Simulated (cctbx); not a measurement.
# Lattice, Laue class and space group of a new crystal

Cell: a = 6.6940 Å, b = 3.9890 Å, c = 7.8020 Å, α = 90.00°, β = 90.00°, γ = 90.00°. Expected content of the cell: Pb4 Ni4 Mn4.

Simulated single-crystal data (cctbx): Mo Kα, λ = 0.71073 Å, to d = 0.77 Å, 95 % of the full sphere, strongest reflection 5000 counts, noise from counting, a 6 % proportional error and a noise floor of 15 counts (s.d.); no absorption.

A first pass over the reflections prints:

```text
1812 reflections to d = 0.770 A
centring   violations  <I/sigma> of those
    A        320 of   889      3.4
    B        527 of   902      6.4
    C        523 of   921      6.3
    I        534 of   906      6.4
    R        703 of  1213      6.4
    F        685 of  1356      5.4
Laue class    unique    Rint  (classes that these axes allow; Friedel mates merged)
P -1              959   0.060
P 1 2/m 1         553   0.068
P 1 1 2/m         523   0.070
P 2/m 1 1         526   0.070
P m m m           320   0.075
space group    extra absences  I>4sigma  <I/sigma>
P 2 2 2                 0          0         -  acentric
P 2 2 21                9          0       0.5  acentric
P 21 2 2                8          0       0.4  acentric
P 2 21 2                5          0      -0.0  acentric
P 21 21 2              13          0       0.2  acentric
P 2 21 21              14          0       0.3  acentric
P 21 2 21              17          0       0.5  acentric
P 21 21 21             22          0       0.3  acentric
P m m 2                 0          0         -  acentric
P 2 m m                 0          0         -  acentric
P m 2 m                 0          0         -  acentric
P 21 m a               71          0       0.1  acentric
P m 2 a                71          0       0.1  acentric
P n m 21               79          0       0.1  acentric
P n 21 m               79          0       0.1  acentric
P n 21 a              150          0       0.1  acentric
P m m m                 0          0         -  centric
P m m a                71          0       0.1  centric
P n m m :1             79          0       0.1  centric
P n m m :2             79          0       0.1  centric
P n m a               150          0       0.1  centric
Wilson B = 0.46 A^2   <|E^2-1|> = 0.835 (0.968 centric, 0.736 acentric)   E^2>4: 1.0 %
shell (A)         n   <I/sigma>
 7.80 - 1.54     53     13.6
 1.54 - 1.22     39     15.1
 1.22 - 1.07     42     14.6
 1.07 - 0.97     32     12.9
 0.97 - 0.90     45     13.5
 0.90 - 0.85     32     14.3
 0.85 - 0.81     35     13.1
 0.81 - 0.77     42     11.7
```

**Question.** What are the lattice type, the Laue class and the likely space group?

Every centring test has many violations, so the lattice is primitive.

Rint stays low (0.060 to 0.075) up to P m m m, the highest class in these axes.

21 settings pass the absence test. The most absences obeyed, 150, belong to P n 21 a and P n m a, which absences can't tell apart.

⟨|E²−1|⟩ = 0.835 lies between the two ideal values. The Wilson B of 0.46 Å² means U ≈ 0.0058 Å².

The true group is Pnma (no. 62), Laue class mmm, centrosymmetric. The tables only narrow the choice to the tied entries; cell content, site symmetry and trial solutions must settle it.

This is a model crystal, built by substitution and not relaxed, with assumed displacement parameters.

[Logs are printed without paths, hosts, clocks, repeated set-up lines and the standing remarks that a program may print on its own settings, such as how far it seeks lower states.]
